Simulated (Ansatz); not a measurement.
**Te2Mo (P6_3/mmc): G0W0 under other settings**

A base run on Te2Mo (P6_3/mmc), then changed inputs.

Calculated with Ansatz 0.2.0; G0W0 on PBE, plane waves, PAW; PAW set soft_1.

## (1) The starting structure

It takes space group P6_3/mmc (No. 194, hexagonal). Conventional cell: a = 3.518 Å, b = 3.518 Å, c = 13.974 Å, α = 90.00°, β = 90.00°, γ = 120.00°. Nearest to Te lie 3 Mo at 2.72 Å. Nearest to Mo lie 6 Te at 2.72 Å. Farther neighbours and most contacts between anions are not listed.

The cell and positions come from the Crystallography Open Database and are kept as given unless a step says otherwise. Spin-orbit coupling is left out unless a step names it.

## (2) The base run: 6×6×2 mesh, 340 empty bands, screening to 100 eV, PAW set soft_1 files

G0W0 replaces the xc potential by the self-energy, built once from these orbitals. Only a window of levels is corrected, while the sums run over the empty bands that the input names. This step takes PAW set soft_1 files.

File input.yaml:

```yaml
crystal:
  lattice:
    - [3.5182, 0.0, 0.0]
    - [-1.7591, 3.0468505756, 0.0]
    - [0.0, 0.0, 13.9736]
  atoms:
    - { symbol: Te, position: [0.3333333333, 0.6666666667, 0.621] }
    - { symbol: Te, position: [0.6666666667, 0.3333333333, 0.121] }
    - { symbol: Te, position: [0.3333333333, 0.6666666667, 0.879] }
    - { symbol: Te, position: [0.6666666667, 0.3333333333, 0.379] }
    - { symbol: Mo, position: [0.3333333333, 0.6666666667, 0.25] }
    - { symbol: Mo, position: [0.6666666667, 0.3333333333, 0.75] }
kpoints:
  mp_grid: { grid: [6, 6, 2] }
hamiltonian:
  xc: pbe
  pseudopotentials: { kind: paw, azcp: { folder: soft_1 } }
scf:
  occupations: { method: fixed }
gw:
  n_empty_bands: 340
  ecut_chi: 100
  qp_bands: [v2, c2]
  qp_kpoints: band_edges
  screening: { model: contour_deformation }
```

The run is started by

```console
$ ansatz run input.yaml --threads 2 --pin off --max-ram 73728MiB --backend cuda --events-out ev --progress --plain --runs-dir out --devices 1 --max-vram 13GiB
```

Numbers of over 12 decimals in the logs are rounded to 6 here.

Log:

```text
GPUs: using 1 of 1 available (devices: 1).
Engine: ansatz 0.2.0, x86_64-unknown-linux-gnu
Pseudopotentials: kind: paw
Pseudopotential: Te, paw, valence charge 16, recommended cutoff 420 eV (normal), soft_1/Te.paw.azcp
Pseudopotential: Mo, paw, valence charge 14, recommended cutoff 420 eV (normal), soft_1/Mo.paw.azcp
Functional definition: PBE
  parameter kappa = 0.804
  parameter beta = 0.066725
  exchange = pbe_x(kappa = kappa, mu = beta*pi^2/3)
  correlation = pbe_c(beta = beta)
device memory: the entry about to start is reckoned to put 1.9 GiB on a device that reports 76.9 GiB free (of which the cap on the GPU budget leaves the run 13.0 GiB)
GPU FFT provider: cuFFT
GPU libraries: cuBLAS 13.8.2, cuFFT 12.4.0, cuSOLVER 12.3.4
Crystal: 6 atoms, lattice volume = 149.789 Å³
Basis set: ecut = 420 eV, 2909 PW (Γ)
Bands: 56, of which v1, the nominal top of the filled ones, is band 46 counted from 1 (45 counted from 0)
Symmetry: 24 space group operations
Space group: P63/mmc (ITA 194), of the structure as read, at distance tolerance 5.3e-5 Å
k-points: 14 of 72
Non-local potential: Te, projectors of the file, l = 0: 2, l = 1: 2, l = 2: 2, l = 3: 1
Non-local potential: Mo, projectors of the file, l = 0: 3, l = 1: 2, l = 2: 2, l = 3: 1
PAW form: soft (Blöchl's): semilocal exchange-correlation on the pseudo side does not see the compensation charge
PAW one-centre angular grid: Te, 590 points (default); XC on 64 Gauss nodes
PAW one-centre angular grid: Mo, 590 points (default); XC on 64 Gauss nodes
Initial density: superposition of atomic densities (chi_scale 0.1, normalization cell, long waves kept (reshape's long-wave potential 0.01 eV rms))
Initial wavefunctions: pseudopotential atomic-orbital guess
GPU buffer pool allocated for 55296 grid points (all kernels)
GPU transforms: local potential and band sums: pruned to the plane-wave sphere, on 24×24×96
Functional: x = pbe(κ = 0.804, μ = 0.219515), c = pbe(β = 0.066725)
SCF iter   1: F=—  HF=-37835.277720 eV  |F-HF|=—  |Δ(HF+E_count)|=         —  Δρ=5.47e-2  dr2=6.43e0  ethr=3.10e-3  ⟨swp⟩=5.0  Hψ=2550  notcnv=0  defer=95
preconditioner: auto → Resta (q_TF=auto, 2.515 Å⁻¹)  ε∞=6.4  [insulator: Δε(μ)=0.754 eV  Ē_g=7.846 eV  n_scr=52 (ndim 8)  ℏωp=18.2 eV  f_vac=0.007  ε∞_Penn≈6.4]
SCF iter   2: F=—  HF=-37834.198158 eV  |F-HF|=—  |Δ(HF+E_count)|=    1.08e0  Δρ=2.11e-2  dr2=2.48e0  ethr=3.10e-3  ⟨swp⟩=3.0  Hψ=1386  notcnv=0  defer=98
SCF iter   3: F=—  HF=-37833.940722 eV  |F-HF|=—  |Δ(HF+E_count)|=   2.57e-1  Δρ=1.39e-2  dr2=4.25e-1  ethr=2.70e-3  ⟨swp⟩=1.9  Hψ=869  notcnv=0  defer=88
SCF iter   4: F=—  HF=-37833.845632 eV  |F-HF|=—  |Δ(HF+E_count)|=   9.51e-2  Δρ=1.94e-3  dr2=6.95e-3  ethr=4.62e-4  ⟨swp⟩=2.3  Hψ=1069  notcnv=0  defer=104
[...]
E_band       = -1145.506644
  E_kinetic    = 1536.879433
  E_local      = -8837.586825  (includes V_loc(G=0)·N_el)
  E_nonlocal   = 565.165906
  E_hartree    = 4173.436817
  E_xc         = -842.791662
  E_vxc        = -848.044404  (∫ρ·V_xc dr)
  E_paw        = -25112.329881  (= ΣΔE_a)
  E_vpaw       = -1908.792932  (= ΣTr[D̂ρ^β])
  E_aug_tail   = 0.000465  (compensation charges beyond the density's cutoff)
  E_ewald      = -9316.621616
  E_smearing   = -0.000000  (= −TS)
  E_closure    = -0.000000  (closes the sum)
  Σ components = -37833.847363   (vs F -37833.847363, Δ=0.00e0)
--- Band table (eV; the first three rows and the last of 14) ---
  k-point 0: bands = [... 42 lower, 11.4458, 11.4458, 12.1360, 12.4590, 15.3632, 15.3632, 15.4961, 15.4961, ... 6 higher]
  k-point 1: bands = [... 42 lower, 11.4282, 11.4282, 12.3779, 12.3779, 15.4009, 15.4009, 15.4009, 15.4009, ... 6 higher]
  k-point 2: bands = [... 42 lower, 11.2319, 11.4698, 12.0142, 12.1763, 14.2634, 14.5308, 14.5575, 14.7996, ... 6 higher]
  k-point 13: bands = [... 42 lower, 10.4647, 10.4647, 12.2496, 12.2496, 13.4386, 13.4386, 14.0857, 14.0857, ... 6 higher]
--- G₀W₀: contour deformation, 7 samples at zero and on the imaginary axis and 1 off it, 72 q-points, 340 empty bands' worth ---
  eigenvalues of the whole cell's RPA ε∞ on this k-mesh (on a slab, of 1 + 4πα/V) = 10.6974, 19.7798, 19.7798; static W/v taken at q = 0 is 0.053606
  gw.qp_kpoints: band_edges: 13 of 14 stored k-points solved, in 1 pass; an edge of the gap read off the rows below is read off those points alone
    valence top: of the k-points left out ik 5 came nearest to being solved in a further pass, in band 46 (counted from 1, as in the quasiparticle table): it holds the edge there only if its correction is more favourable than any solved in that band by at least 0.779 eV; those differ by 0.470 eV
    conduction bottom: of the k-points left out ik 5 came nearest to being solved in a further pass, in band 47 (counted from 1, as in the quasiparticle table): it holds the edge there only if its correction is more favourable than any solved in that band by at least 0.494 eV; those differ by 0.287 eV
    ik  band        ε_KS         Σx   Σc(E_QP)       V_xc       Z   E_QP_lin       E_QP  E_QP is
     0    45     12.1360   -16.2208     1.1836   -14.7019  0.7663    11.7985    11.8007  root
     0    46     12.4590   -18.8309     0.4198   -18.5248  0.7262    12.5726    12.5729  root
     0    47     15.3632   -12.6050    -3.9860   -16.8101  0.7299    15.5837    15.5823  root
     0    48     15.3632   -12.6050    -3.9860   -16.8101  0.7299    15.5837    15.5823  root
     1    45     12.3779   -18.2160     0.6173   -17.6139  0.7349    12.3930    12.3930  root
     1    46     12.3779   -18.2160     0.6173   -17.6139  0.7349    12.3930    12.3930  root
     1    47     15.4009   -12.5790    -4.0122   -16.8018  0.7277    15.6129    15.6115  root
     1    48     15.4009   -12.5790    -4.0122   -16.8018  0.7277    15.6129    15.6115  root
[...]
13    45     12.2496   -18.0650     0.3437   -17.8521  0.7184    12.3802    12.3805  root
    13    46     12.2496   -18.0650     0.3437   -17.8521  0.7184    12.3802    12.3805  root
    13    47     13.4386   -15.3377    -3.8766   -19.6430  0.7108    13.8717    13.8673  root
    13    48     13.4386   -15.3377    -3.8766   -19.6430  0.7108    13.8717    13.8673  root
[key lines of the parts left out:]
SCF converged after 9 iterations
Free energy (F): -37833.847363 eV
Fermi energy:    12.459033 eV
```

Wall time 35 s (1 × NVIDIA H100 80GB HBM3 (shared by 6 runs) with 2 threads of AMD EPYC 7R13 (Zen 3), shared host); peak memory 1.7 GiB.

In the SCF lines HF is the Harris–Foulkes energy and dr2 the Hartree energy of the density residual, in eV; the loop may stop once dr2 is under the threshold and the program's other checks hold. Hψ counts applications of the Hamiltonian.

This step gave:

```yaml
bands_summed: 386
rpa_eps_infinity_on_this_mesh_eigenvalues: 10.70, 19.78, 19.78
plane_waves_in_the_screening_matrix: 329
q_points_in_the_mesh: 72
g0w0_gap_on_the_mesh: 0.9828 eV
k_of_the_valence_top: 0, 0, 0
k_of_the_conduction_bottom: 0.1667, 0.1667, 0
starting_gap_on_the_mesh: 0.8263 eV
z_at_the_valence_top: 0.7262
z_at_the_conduction_bottom: 0.7387
least_direct_g0w0_gap_on_the_computed_points: 1.310 eV
```

The gap on the mesh goes from 0.83 eV to 0.98 eV, a correction of +0.16 eV. Between the two edge states, bare exchange in place of the xc potential would open the gap by 4.04 eV, and correlation takes back 3.89 eV.

## (3) Variant: wider window of levels

input.yaml, as its differences from that of step 2:

```diff
@@ -22,4 +22,4 @@
   ecut_chi: 100
-  qp_bands: [v2, c2]
-  qp_kpoints: band_edges
+  qp_bands: [v6, c6]
+  qp_kpoints: [[0, 0, 0]]
   screening: { model: contour_deformation }
```

Log:

```text
GPUs: using 1 of 1 available (devices: 1).
[...]
GPU FFT provider: cuFFT
GPU libraries: cuBLAS 13.8.2, cuFFT 12.4.0, cuSOLVER 12.3.4
Crystal: 6 atoms, lattice volume = 149.789 Å³
Basis set: ecut = 420 eV, 2909 PW (Γ)
Bands: 56, of which v1, the nominal top of the filled ones, is band 46 counted from 1 (45 counted from 0)
[... 1 set-up line as in the run before ...]
[...]
k-points: 14 of 72
[...]
GPU buffer pool allocated for 55296 grid points (all kernels)
[...]
SCF iter   1: F=—  HF=-37835.277720 eV  |F-HF|=—  |Δ(HF+E_count)|=         —  Δρ=5.47e-2  dr2=6.43e0  ethr=3.10e-3  ⟨swp⟩=5.0  Hψ=2550  notcnv=0  defer=95
[...]
SCF iter   9: F=-37833.847363 eV  HF=-37833.847363 eV  |F-HF|=7.29e-9  |Δ(HF+E_count)|=   4.74e-7  Δρ=4.86e-6  dr2=2.98e-8  ethr=1.09e-10  ⟨swp⟩=11.6  Hψ=3206  notcnv=0
SCF 1 converged in 9 iterations: F = -37833.847363 eV  dr2 = 2.98e-8
[...]
NSCF: frozen V_eff on 14 k-points
[...]
G₀W₀ screening: q 1/14
[... further progress lines ...]
SCF converged after 9 iterations
Free energy (F): -37833.847363 eV
[...]
Internal energy: -37833.847363 eV  (E = F + TS)
E sigma→0 (E₀):  -37833.847363 eV
Fermi energy:    12.459033 eV
[...]
--- Band table (eV; the first three rows and the last of 14) ---
  k-point 0: bands = [... 42 lower, 11.4458, 11.4458, 12.1360, 12.4590, 15.3632, 15.3632, 15.4961, 15.4961, ... 6 higher]
  k-point 1: bands = [... 42 lower, 11.4282, 11.4282, 12.3779, 12.3779, 15.4009, 15.4009, 15.4009, 15.4009, ... 6 higher]
  k-point 2: bands = [... 42 lower, 11.2319, 11.4698, 12.0142, 12.1763, 14.2634, 14.5308, 14.5575, 14.7996, ... 6 higher]
  k-point 13: bands = [... 42 lower, 10.4647, 10.4647, 12.2496, 12.2496, 13.4386, 13.4386, 14.0857, 14.0857, ... 6 higher]
[...]
0    41     11.4103   -19.7269     1.0571   -18.8007  0.7273    11.5408    11.5412  root
     0    42     11.4103   -19.7269     1.0571   -18.8007  0.7273    11.5408    11.5412  root
     0    43     11.4458   -19.8025     1.0221   -18.9247  0.7274    11.5897    11.5901  root
     0    44     11.4458   -19.8025     1.0221   -18.9247  0.7274    11.5897    11.5901  root
     0    45     12.1360   -16.2208     1.1836   -14.7019  0.7663    11.7985    11.8007  root
     0    46     12.4590   -18.8309     0.4198   -18.5248  0.7262    12.5726    12.5729  root
     0    47     15.3632   -12.6050    -3.9860   -16.8101  0.7299    15.5837    15.5823  root
     0    48     15.3632   -12.6050    -3.9860   -16.8101  0.7299    15.5837    15.5823  root
     0    49     15.4961   -12.5105    -4.0556   -16.7744  0.7280    15.7059    15.7044  root
     0    50     15.4961   -12.5105    -4.0556   -16.7744  0.7280    15.7059    15.7044  root
     0    51     15.5880   -12.7884    -4.2488   -17.2048  0.7053    15.7555    15.7557  root
     0    52     15.5880   -12.7884    -4.2488   -17.2048  0.7053    15.7555    15.7557  root
```

Wall time 37 s (1 × NVIDIA H100 80GB HBM3 (shared by 6 runs) with 2 threads); peak memory 1.5 GiB; 58 s of CPU time.

Absolute levels on the run's own zero. QP, by row:

| k index | band | KS (eV) | Sigma_x (eV) | Sigma_c (eV) | Vxc (eV) | Z | QP linearised (eV) | QP (eV) | source | doubts |
| --- | --- | --- | --- | --- | --- | --- | --- | --- | --- | --- |
| 0 | 41 | 11.41 | -19.73 | 1.057 | -18.8 | 0.7273 | 11.54 | 11.54 | root |  |
| 0 | 42 | 11.41 | -19.73 | 1.057 | -18.8 | 0.7273 | 11.54 | 11.54 | root |  |
| 0 | 43 | 11.45 | -19.8 | 1.022 | -18.92 | 0.7274 | 11.59 | 11.59 | root |  |
| 0 | 44 | 11.45 | -19.8 | 1.022 | -18.92 | 0.7274 | 11.59 | 11.59 | root |  |
| 0 | 45 | 12.14 | -16.22 | 1.184 | -14.7 | 0.7663 | 11.8 | 11.8 | root |  |
| 0 | 46 | 12.46 | -18.83 | 0.4198 | -18.52 | 0.7262 | 12.57 | 12.57 | root |  |
| 0 | 47 | 15.36 | -12.61 | -3.986 | -16.81 | 0.7299 | 15.58 | 15.58 | root |  |
| 0 | 48 | 15.36 | -12.61 | -3.986 | -16.81 | 0.7299 | 15.58 | 15.58 | root |  |
| 0 | 49 | 15.5 | -12.51 | -4.056 | -16.77 | 0.728 | 15.71 | 15.7 | root |  |
| 0 | 50 | 15.5 | -12.51 | -4.056 | -16.77 | 0.728 | 15.71 | 15.7 | root |  |
| 0 | 51 | 15.59 | -12.79 | -4.249 | -17.2 | 0.7053 | 15.76 | 15.76 | root |  |
| 0 | 52 | 15.59 | -12.79 | -4.249 | -17.2 | 0.7053 | 15.76 | 15.76 | root |  |

Against the base:

| setting | base | variant |
| --- | --- | --- |
| levels asked | v2 to c2 | v6 to c6 |
| points asked | band edges | [[0, 0, 0]] |

## (4) Summary of results

| Property | Result |
| --- | --- |
| base | 0.98 eV, 35 s |
| wider window of levels | direct gap at the listed points 3.01 eV, 37 s |

**Reading.** Wider window of levels: only the listed points were computed; the least direct gap there is 3.01 eV, with levels asked and points asked changed against the base. All runs here use a coarse mesh and modest cutoffs; they test settings and are not final values. The 6×6×2 mesh is coarse for this cell (its supercell is 21 Å along the shortest edge). The RPA ε∞ on it, from the PBE start, is 10.70 and 19.78; such meshes misread the long-range screening, most where the gap is narrow. The many-body steps are scalar-relativistic: spin-orbit coupling is not in them.

[Paths, hosts, dates, memory and timing lines, banners, echoed tables and standing remarks are left out of the program output.]

[Logs are printed without paths, hosts, clocks, repeated set-up lines and the standing remarks that a program may print on its own settings, such as how far it seeks lower states.]

[Runs of the session that timed out or met a known fault of the program may be left out.]

[Cells called generated may have been cut or substituted from an entry of the Crystallography Open Database or the Materials Project.]

[Hosts, paths, dates, database ids (printed as entryN), source tags and the programs' standing remarks are cut or masked in the printed files.]
